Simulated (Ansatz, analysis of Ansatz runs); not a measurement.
# CsCrF4 (P-62m): does an added electron stay on Cr?, part 2 of 2

Aim: the energy barrier that a trapped electron meets when it moves from one Cr atom to another one nearby in CsCrF4 (P-62m). The model is a cell of 54 host atoms.

Ansatz 0.2.0; plane-wave PAW DFT, PBEsol+U; relaxation of all atoms of a supercell at fixed charge in a uniform background; PAW set soft_1.

So far. Step 2 (The cell without the carrier): The largest displacement from an ideal site is 0.021 Å.

### 3. The electron on the first site

The nearest neighbour or neighbours of the site start displaced and the site's starting moment is changed by the carrier's spin, since a carrier doesn't trap itself in the undistorted lattice.

Input file A.relax/input.yaml:

```yaml
crystal:
  lattice:
    - [9.58107195, -3.0e-08, 0.0]
    - [-4.79053595, 8.29745172, 0.0]
    - [0.0, 0.0, 11.67462786]
  atoms:
    - { symbol: Cs, position: [-0.00043, 0.5707, 0.166322] }
    - { symbol: Cs, position: [0.428551, 0.427474, 0.166449] }
    - { symbol: Cs, position: [0.571041, -0.001152, 0.16647] }
    - { symbol: Cr, position: [-0.000123, 0.225778, -0.000221], spin: 3.0 }
    - { symbol: Cr, position: [0.773373, 0.772978, -0.00022], spin: 3.0 }
    - { symbol: Cr, position: [0.226332, -0.000571, -0.000223], spin: 3.0 }
    - { symbol: F, position: [0.161232, 0.441766, -0.000735] }
    - { symbol: F, position: [0.557355, 0.718237, 0.000651] }
    - { symbol: F, position: [0.280869, 0.838013, -0.000319] }
    - { symbol: F, position: [0.838554, 0.280451, -0.00011] }
    - { symbol: F, position: [0.718903, 0.557038, -0.000876] }
    - { symbol: F, position: [0.442346, 0.160772, 0.000487] }
    - { symbol: F, position: [0.828516, -0.000613, 0.00053] }
    - { symbol: F, position: [0.171181, 0.170678, -0.000292] }
    - { symbol: F, position: [-0.00014, 0.828263, -0.001252] }
    - { symbol: F, position: [0.220459, -0.001437, 0.166434] }
    - { symbol: F, position: [0.779234, 0.776962, 0.166432] }
    - { symbol: F, position: [0.000736, 0.221739, 0.166441] }
    - { symbol: Cs, position: [-0.000441, 0.570702, 0.499895] }
    - { symbol: Cs, position: [0.428048, 0.427854, 0.499675] }
    - { symbol: Cs, position: [0.571077, -0.001102, 0.499585] }
    - { symbol: Cr, position: [-3.5e-05, 0.225722, 0.333104], spin: 3.0 }
    - { symbol: Cr, position: [0.773491, 0.77266, 0.333089], spin: 3.0 }
    - { symbol: Cr, position: [0.225975, -0.00113, 0.333114], spin: 3.0 }
    - { symbol: F, position: [0.161311, 0.441693, 0.333371] }
    - { symbol: F, position: [0.557572, 0.718262, 0.332762] }
    - { symbol: F, position: [0.280664, 0.837554, 0.333032] }
    - { symbol: F, position: [0.838533, 0.28024, 0.333058] }
    - { symbol: F, position: [0.718573, 0.556575, 0.333357] }
    - { symbol: F, position: [0.441966, 0.160204, 0.333087] }
    - { symbol: F, position: [0.828817, -0.000837, 0.332748] }
    - { symbol: F, position: [0.171059, 0.170317, 0.333212] }
    - { symbol: F, position: [-0.000291, 0.827447, 0.333315] }
    - { symbol: F, position: [0.220561, -0.001687, 0.499777] }
    - { symbol: F, position: [0.778749, 0.777971, 0.489501] }
    - { symbol: F, position: [-5.1e-05, 0.220963, 0.499776] }
    - { symbol: Cs, position: [0.00019, 0.570863, 0.833066] }
    - { symbol: Cs, position: [0.428317, 0.427915, 0.833082] }
    - { symbol: Cs, position: [0.571506, -0.000394, 0.833076] }
    - { symbol: Cr, position: [-0.000222, 0.225701, 0.66643], spin: 3.0 }
    - { symbol: Cr, position: [0.773109, 0.773058, 0.666459], spin: 4.0 }
    - { symbol: Cr, position: [0.226196, -0.000709, 0.666419], spin: 3.0 }
    - { symbol: F, position: [0.161223, 0.441646, 0.666722] }
    - { symbol: F, position: [0.543246, 0.714884, 0.6659] }
    - { symbol: F, position: [0.280468, 0.837676, 0.666601] }
    - { symbol: F, position: [0.838579, 0.280556, 0.666394] }
    - { symbol: F, position: [0.715074, 0.543249, 0.666873] }
    - { symbol: F, position: [0.442253, 0.160464, 0.665705] }
    - { symbol: F, position: [0.831645, 0.013296, 0.665999] }
    - { symbol: F, position: [0.171118, 0.170614, 0.666361] }
    - { symbol: F, position: [0.013487, 0.831688, 0.667315] }
    - { symbol: F, position: [0.223026, 0.000752, 0.833093] }
    - { symbol: F, position: [0.777067, 0.778981, 0.843398] }
    - { symbol: F, position: [-0.000948, 0.220001, 0.833106] }
total_charge: -1
basis:
  ecutwfc: 420
  xc_grid: 2
hamiltonian:
  xc: pbesol
  hubbard:
    sites: [{ species: Cr, l: d, u_eff: 5.0 }]
    projectors: ortho-atomic
  pseudopotentials: { kind: paw, azcp: { folder: soft_1 }, xc_functional: pbe }
kpoints:
  mp_grid: { grid: [1, 1, 1] }
magnetization:
  spin_polarized: true
  initial_magnetization: 28
  spin_locking: { lock_magnetization: hard }
scf:
  occupations: { method: fermi_dirac, width: 0.01 }
  max_iter: 120
  lower_state_search: "off"
output:
  forces: true
relax:
  f_tol: 0.015
  max_steps: 70
  escape_saddle: false
checkpoint:
  write: "../A.relax.run"
  compress: false
  write_wavefunctions: true
  write_every: 100000
```

On the command line:

```
> ansatz run input.yaml --threads 8 --pin off --max-ram 17899MiB --backend cpu --events-out ev --progress --plain --runs-dir out
```

Numbers of over 12 decimals in the logs are rounded to 6 here.

What it wrote:

```text
[...]
Crystal: 54 atoms, lattice volume = 928.115 Å³
Basis set: ecut = 420 eV, 18093 PW (Γ), exchange–correlation on 144×144×160 points (8 copies of the dense FFT grid, shifted against one another)
Bands: 298, of which v1, the nominal top of the filled ones, is band 230 counted from 1 (229 counted from 0)
Symmetry: 1 space group operations
[...]
k-points: 1
[...]
Starting moments: Σ|m| = 28 μB on 9 of 54 sites
[...]
SCF iter   1: F=—  HF=-109277.384700 eV  |F-HF|=—  |Δ(HF+E_count)|=         —  Δρ=9.73e-2 (↑9.73e-2 ↓6.71e-2)  dr2=2.14e2  dr2_m=4.66e0  M=28.000 μB ∫|m|=35.574 μB  β_m=0.30  ethr=3.10e-3  ⟨swp⟩=5.5  Hψ=2215  notcnv=0  defer=35
[...]
SCF iter  15: F=-109250.151434 eV  HF=-109250.151435 eV  |F-HF|=1.40e-7  |Δ(HF+E_count)|=   1.15e-8  Δρ=8.24e-6 (↑8.24e-6 ↓4.71e-6)  dr2=1.23e-6  dr2_m=9.08e-8  M=28.000 μB ∫|m|=29.536 μB  ethr=1.22e-9  ⟨swp⟩=2.0  Hψ=1857  notcnv=0
SCF 1 converged in 15 iterations: F = -109250.151434 eV  dr2 = 1.23e-6
[...]
relax step   1: F+E_penalty+E_count = -109250.15143447 eV  Δ(F+E_penalty+E_count) = +0.000e0 eV  max|allowed force component| = 1.262e0 eV/Å  Δτ_max = 0.0000 Å  (15 SCF iters, dr2 threshold 5.63e-6 eV, accepted)
[...]
relax step   2: F+E_penalty+E_count = -109250.28604253 eV  Δ(F+E_penalty+E_count) = -1.346e-1 eV  max|allowed force component| = 7.371e-1 eV/Å  Δτ_max = 0.1843 Å  (8 SCF iters, dr2 threshold 9.95e-5 eV, accepted)
relax step   3: F+E_penalty+E_count = -109250.41145694 eV  Δ(F+E_penalty+E_count) = -1.254e-1 eV  max|allowed force component| = 3.505e-1 eV/Å  Δτ_max = 0.0996 Å  (8 SCF iters, dr2 threshold 3.40e-5 eV, accepted)
relax step   4: F+E_penalty+E_count = -109250.44557878 eV  Δ(F+E_penalty+E_count) = -3.412e-2 eV  max|allowed force component| = 3.515e-1 eV/Å  Δτ_max = 0.0922 Å  (11 SCF iters, dr2 threshold 2.78e-5 eV, accepted)
relax step   5: F+E_penalty+E_count = -109250.48058157 eV  Δ(F+E_penalty+E_count) = -3.500e-2 eV  max|allowed force component| = 8.408e-2 eV/Å  Δτ_max = 0.0239 Å  (10 SCF iters, dr2 threshold 2.79e-5 eV, accepted)
relax step   6: F+E_penalty+E_count = -109250.49135089 eV  Δ(F+E_penalty+E_count) = -1.077e-2 eV  max|allowed force component| = 6.303e-2 eV/Å  Δτ_max = 0.0750 Å  (16 SCF iters, dr2 threshold 4.42e-7 eV, accepted)
relax step   7: F+E_penalty+E_count = -109250.49027745 eV  Δ(F+E_penalty+E_count) = +1.073e-3 eV  max|allowed force component| = 1.182e-1 eV/Å  Δτ_max = 0.0293 Å  (13 SCF iters, dr2 threshold 2.48e-7 eV, rejected (line search))
relax step   8: F+E_penalty+E_count = -109250.49405850 eV  Δ(F+E_penalty+E_count) = -2.708e-3 eV  max|allowed force component| = 2.274e-2 eV/Å  Δτ_max = 0.0143 Å  (13 SCF iters, accepted)
relax step   9: F+E_penalty+E_count = -109250.49526814 eV  Δ(F+E_penalty+E_count) = -1.210e-3 eV  max|allowed force component| = 6.805e-3 eV/Å  Δτ_max = 0.0264 Å  (13 SCF iters, accepted)
SCF iter   1: F=—  HF=-109250.502113 eV  |F-HF|=—  |Δ(HF+E_count)|=         —  Δρ=2.86e-3 (↑2.86e-3 ↓3.01e-4)  dr2=1.35e-1  dr2_m=1.75e-2  M=28.000 μB ∫|m|=29.731 μB  β_m=0.30  ethr=3.49e-4  ⟨swp⟩=4.0  Hψ=1034  notcnv=0  defer=96
[...]
SCF iter  12: F=-109250.495370 eV  HF=-109250.495370 eV  |F-HF|=1.60e-10  |Δ(HF+E_count)|=   2.89e-8  Δρ=1.13e-6 (↑1.13e-6 ↓6.80e-7)  dr2=1.80e-8  dr2_m=1.80e-9  M=28.000 μB ∫|m|=29.731 μB  ethr=2.17e-11  ⟨swp⟩=3.0  Hψ=1437  notcnv=0
SCF 10 converged in 12 iterations: F = -109250.495370 eV  dr2 = 1.80e-8
relax step  10: F+E_penalty+E_count = -109250.49537008 eV  Δ(F+E_penalty+E_count) = -1.019e-4 eV  max|allowed force component| = 6.140e-3 eV/Å  Δτ_max = 0.0171 Å  (12 SCF iters, accepted)
NSCF: frozen V_eff on 1 k-points
[...]
SCF converged after 12 iterations
[...]
Magnetization: 28.0000 μB (244.0000 up, 216.0000 down)
Absolute magnetization: 29.8305 μB (∫|ρ↑−ρ↓|, with the PAW one-centre terms)
[...]
Per-site moments (μB) at R_I (Å): [(0.000675288, 1.275313), (0.000683707, 1.277131), (0.000672988, 1.274758), [... 51 left out ...]
Free energy (F): -109250.495370 eV
[...]
Internal energy: -109250.495282 eV  (E = F + TS)
E sigma→0 (E₀):  -109250.495326 eV
Entropy (-TS):   -0.000088 eV (-0.002 meV/atom)
Fermi energy:    5.967929 (↑ 5.967929, ↓ 5.354374) eV
[...]
--- Forces (eV/Å), atoms counted from 1 ---
  atom   1  Cs    -0.00152267     0.00023800     0.00000424
  atom   2  Cs     0.00122249     0.00039448     0.00009874
  [... 32 atoms left out ...]
  atom  35  F      0.00005618    -0.00008458    -0.00610411
  atom  36  F      0.00014987     0.00042867    -0.00066049
  [... 3 atoms left out ...]
  atom  40  Cr    -0.00283337    -0.00324021     0.00001609
  atom  41  Cr     0.00045294    -0.00086871     0.00020465
  [... 4 atoms left out ...]
  atom  46  F      0.00151525     0.00031279    -0.00004659
  [... 2 atoms left out ...]
  atom  49  F     -0.00083019     0.00362838    -0.00017080
  atom  50  F      0.00076639     0.00113147     0.00007853
  atom  51  F      0.00419062     0.00092469     0.00005004
  [... 1 atom left out ...]
  atom  53  F      0.00019671    -0.00011131     0.00613988
  atom  54  F      0.00058522     0.00150866     0.00054103
  max |Σ_I F_I| component: 1.09e-4 eV/Å
--- Band table (eV) ---
[...]
Occupation matrices written to <dir>
--- Relaxed structure (10 steps of the walk, 9 accepted, 0 SCFs on fresh bases) ---
  F+E_penalty+E_count = -109250.49537008 eV   max|allowed force component| = 6.140e-3 eV/Å
  atoms:
    - { symbol: Cs, position: [0.000912, 0.571374, 0.166380] }
    - { symbol: Cs, position: [0.428079, 0.427250, 0.166445] }
    [... 32 atoms left out ...]
    - { symbol: F, position: [0.776775, 0.776178, 0.499810] }
    - { symbol: F, position: [-0.001239, 0.222667, 0.499768] }
    [... 3 atoms left out ...]
    - { symbol: Cr, position: [-0.000608, 0.226349, 0.666436] }
    - { symbol: Cr, position: [0.772482, 0.772168, 0.666436] }
    [... 4 atoms left out ...]
    - { symbol: F, position: [0.836778, 0.281874, 0.666503] }
    [... 2 atoms left out ...]
    - { symbol: F, position: [0.827179, -0.000840, 0.666199] }
    - { symbol: F, position: [0.171364, 0.170901, 0.666316] }
    - { symbol: F, position: [-0.000409, 0.827054, 0.666763] }
    [... 1 atom left out ...]
    - { symbol: F, position: [0.776026, 0.776676, 0.833060] }
    - { symbol: F, position: [-0.001563, 0.221972, 0.833102] }
```

Run time: 1.7 min. Hardware: 8 threads of Arm Neoverse V2, shared host; peak memory 1.9 GiB; 13 min of CPU time.

Step by step:

```
step  energy less that of the first step (eV)  largest force component (eV/Å)
   1                                   0.0000                          1.2616
   2                                  -0.1346                          0.7371
   3                                  -0.2600                          0.3505
   4                                  -0.2941                          0.3515
   5                                  -0.3291                          0.0841
   6                                  -0.3399                          0.0630
   7                                  -0.3388                          0.1182
   8                                  -0.3426                          0.0227
   9                                  -0.3438                          0.0068
  10                                  -0.3439                          0.0061
```

Relaxation step 7 was tried and not accepted.

The atoms that moved most (Å):

```csv
atom,dx,dy,dz,length
F53,0.001,-0.019,-0.121,0.122
F35,-0.010,-0.015,0.120,0.122
F49,0.025,-0.117,0.002,0.120
F51,-0.111,-0.038,-0.006,0.118
F44,0.099,0.016,0.003,0.100
F47,-0.032,0.091,-0.003,0.096
F17,-0.022,-0.025,0.000,0.033
F45,0.024,-0.011,-0.001,0.027
```

The moves above count from the input, in which the site's nearest neighbours were already displaced; the distances below compare with the cell without the carrier.

Distances from Cr41 without and with the electron:

| atom | without (Å) | with (Å) |
| --- | --- | --- |
| F47 | 1.86 | 1.88 |
| F44 | 1.86 | 1.88 |
| F53 | 1.95 | 1.95 |
| F35 | 1.95 | 1.95 |
| F49 | 1.96 | 1.97 |
| F51 | 1.96 | 1.97 |

The largest changes of the moments are 0.11 μB on Cr22, 0.11 μB on Cr6 and 0.11 μB on Cr24. The carrier did not stay on the chosen site.

### 4. Summary of results

| Property | Result |
| --- | --- |
| carrier trapped on the chosen site | no |
| size of the moment change on that site | 0.10 μB |

With PBEsol+U (5 eV) (Cr d 5.0 eV) the electron does not stay on the chosen Cr atom: it is spread over about 13 atoms in effect, so no hop between such sites was computed. The magnetic order was assumed and need not be the ground state; parallel spins on neighbours help a carrier to spread. The search for lower electronic states was switched off. Another U, a hybrid or another start may give another answer. What this leaves open: sampling at the zone centre alone can move energies of charged and open-shell states by tenths of an eV or more in cells of this size; gap and trapping depend on the U chosen (Cr d 5.0 eV); spin–orbit coupling, which can matter with heavy atoms, is left out.

[Logs are printed without paths, hosts, clocks, repeated set-up lines and the standing remarks that a program may print on its own settings, such as how far it seeks lower states.]

[Hosts, paths, dates, database ids (printed as entryN), source tags and the programs' standing remarks are cut or masked in the printed files.]
